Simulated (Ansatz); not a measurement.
# SnO2 (Pnnm): G0W0 under other settings

Aim: change settings of a G0W0 run on SnO2 (Pnnm) and see what moves.

Calculated with Ansatz 0.2.0; G0W0 on LDA, plane waves, PAW; PAW set soft_1.

Report form: the programs' logs are mostly left out.

## Step 1: Set-up

The structure is orthorhombic, space group Pnnm (No. 58). The conventional cell has a = 4.788 Å, b = 4.867 Å, c = 3.241 Å, α = 90.00°, β = 90.00°, γ = 90.00°. Nearest to Sn lie 6 O at 2.09 to 2.10 Å. O has 3 Sn at 2.09 to 2.10 Å nearest. Farther neighbours and most contacts between anions are not listed.

As a file:

```cif
data_structure
_symmetry_space_group_name_H-M 'Pnnm'
_symmetry_Int_Tables_number 58
_cell_length_a 4.7880
_cell_length_b 4.8666
_cell_length_c 3.2409
_cell_angle_alpha 90.000
_cell_angle_beta 90.000
_cell_angle_gamma 90.000
_cell_volume 75.52
loop_
_atom_site_label
_atom_site_type_symbol
_atom_site_symmetry_multiplicity
_atom_site_Wyckoff_symbol
_atom_site_fract_x
_atom_site_fract_y
_atom_site_fract_z
_atom_site_occupancy
Sn1 Sn 2 a 0.50000 0.50000 0.50000 1
O1 O 4 g 0.29185 0.32104 0.00000 1
```

The cell and positions are those that the Materials Project relaxed with its own functionals (PBE, PBE+U or r2SCAN), kept fixed. This is not the form that SnO2 usually takes at ambient conditions.

## Step 2: The base run: 4×4×4 mesh, 171 empty bands, screening to 100 eV, PAW set soft_1 files

Now the one-shot GW correction: screening in the RPA, then the self-energy of the levels asked for. This step takes PAW set soft_1 files.

File input.yaml:

```yaml
crystal:
  lattice:
    - [4.788004, 0.0, 0.0]
    - [0.0, 4.866582, 0.0]
    - [0.0, 0.0, 3.240898]
  atoms:
    - { symbol: Sn, position: [0.5, 0.5, 0.5] }
    - { symbol: Sn, position: [0.0, 0.0, 0.0] }
    - { symbol: O, position: [0.291855, 0.321042, 0.0] }
    - { symbol: O, position: [0.791855, 0.178958, 0.5] }
    - { symbol: O, position: [0.208145, 0.821042, 0.5] }
    - { symbol: O, position: [0.708145, 0.678958, 0.0] }
kpoints:
  mp_grid: { grid: [4, 4, 4] }
hamiltonian:
  xc: lda
  pseudopotentials: { kind: paw, azcp: { folder: soft_1 }, xc_functional: pbe }
scf:
  occupations: { method: fixed }
gw:
  n_empty_bands: 171
  ecut_chi: 100
  qp_bands: [v2, c2]
  qp_kpoints: band_edges
  screening: { model: contour_deformation }
```

Launch:

```console
$ ansatz run input.yaml --threads 2 --pin off --max-ram 92160MiB --backend cuda --events-out ev --progress --plain --runs-dir out --devices 1 --max-vram 13GiB
```

It took 21 s on 1 × NVIDIA H100 80GB HBM3 (shared by 6 runs) with 2 threads of AMD EPYC 7R13 (Zen 3), shared host; peak memory 1.3 GiB.

This step gave:

```yaml
bands_summed: 197
rpa_eps_infinity_on_this_mesh_eigenvalues: 5.444, 5.903, 5.936
plane_waves_in_the_screening_matrix: 177
q_points_in_the_mesh: 64
g0w0_gap_on_the_mesh: 1.874 eV
k_of_the_valence_top: 0, 0, 0
k_of_the_conduction_bottom: 0, 0, 0
starting_gap_on_the_mesh: 0.6843 eV
z_at_the_valence_top: 0.7285
z_at_the_conduction_bottom: 0.7927
least_direct_g0w0_gap_on_the_computed_points: 1.874 eV
```

The gap on the mesh goes from 0.68 eV to 1.87 eV, a correction of +1.19 eV. Between the two edge states, bare exchange in place of the xc potential would open the gap by 8.64 eV, and correlation takes back 7.46 eV.

## Step 3: Variant: fewer bands

Changes to input.yaml since step 2:

```diff
@@ -20,3 +20,3 @@
 gw:
-  n_empty_bands: 171
+  n_empty_bands: 57
   ecut_chi: 100
```

Elapsed: 15 s, on 1 × NVIDIA H100 80GB HBM3 (shared by 6 runs) with 2 threads; peak memory 1.2 GiB.

Against the base:

```tsv
setting	base	variant
empty bands	171	57
```

```tsv
quantity	variant	base
starting gap on the mesh	0.684	0.684
G0W0 gap on the mesh	1.932	1.874
least direct G0W0 gap on the computed points	1.932	1.874
Z at the valence top	0.728	0.728
Z at the conduction bottom	0.793	0.793
```

## Step 4: Variant: wider window of levels

Changes to input.yaml since step 3:

```diff
@@ -20,6 +20,6 @@
 gw:
-  n_empty_bands: 57
+  n_empty_bands: 171
   ecut_chi: 100
-  qp_bands: [v2, c2]
-  qp_kpoints: band_edges
+  qp_bands: [v6, c6]
+  qp_kpoints: [[0, 0, 0]]
   screening: { model: contour_deformation }
```

The job ended after 19 s (1 × NVIDIA H100 80GB HBM3 (shared by 6 runs) with 2 threads; peak memory 1.2 GiB; 25 s of CPU time).

Absolute levels on the run's own zero. QP, by row:

```tsv
k index	band	KS (eV)	Sigma_x (eV)	Sigma_c (eV)	Vxc (eV)	Z	QP linearised (eV)	QP (eV)	source	doubts
0	21	6.386	-25.35	4.493	-20.6	0.7374	6.114	6.121	root	
0	22	7.107	-26.43	4.425	-21.71	0.731	6.813	6.816	root	
0	23	7.142	-26.43	4.421	-21.72	0.7312	6.853	6.856	root	
0	24	7.662	-26.1	5.068	-20.69	0.7194	7.315	7.321	root	
0	25	7.668	-26.14	5.026	-20.78	0.7206	7.332	7.336	root	
0	26	8.287	-26.11	4.862	-20.92	0.7285	7.947	7.951	root	
0	27	8.972	-15.68	-2.593	-19.13	0.7927	9.847	9.825	root	
0	28	13.81	-12.53	-4.76	-18.64	0.7572	15.22	15.16	root	sigma_c_rises
0	29	14.16	-8.34	-4.557	-13.89	0.8017	15.2	15.15	root	
0	30	14.31	-8.416	-4.608	-14.05	0.8	15.38	15.33	root	
0	31	18.22	-9.104	-5.455	-15.97	0.7935	19.73	19.64	root	sigma_c_rises
0	32	18.35	-5.376	-4.738	-11.07	0.8116	19.34	19.3	root
```

Against the base:

```tsv
setting	base	variant
levels asked	v2 to c2	v6 to c6
points asked	band edges	[[0, 0, 0]]
```

## Step 5: What came out

| Property | Result |
| --- | --- |
| base | 1.87 eV, 21 s |
| fewer bands | 1.93 eV, 15 s |
| wider window of levels | direct gap at the listed points 1.87 eV, 19 s |

In words: Fewer bands: the gap moves by +0.06 eV; such settings are too crude to quote. Wider window of levels: only the listed points were computed; the least direct gap there is 1.87 eV, with levels asked and points asked changed against the base. All runs here use a coarse mesh and modest cutoffs; they test settings and are not final values. The 4×4×4 mesh is coarse for this cell (its supercell is 13 Å along the shortest edge). The RPA ε∞ on it, from the LDA start, is 5.44, 5.90 and 5.94; such meshes misread the long-range screening, most where the gap is narrow. The many-body steps are scalar-relativistic: spin-orbit coupling is not in them.

[Paths, hosts, dates, memory and timing lines, banners, echoed tables and standing remarks are left out of the program output.]

[Logs are printed without paths, hosts, clocks, repeated set-up lines and the standing remarks that a program may print on its own settings, such as how far it seeks lower states.]

[Runs of the session that timed out or met a known fault of the program may be left out.]

[Cells called generated may have been cut or substituted from an entry of the Crystallography Open Database or the Materials Project.]

[Hosts, paths, dates, database ids (printed as entryN), source tags and the programs' standing remarks are cut or masked in the printed files.]
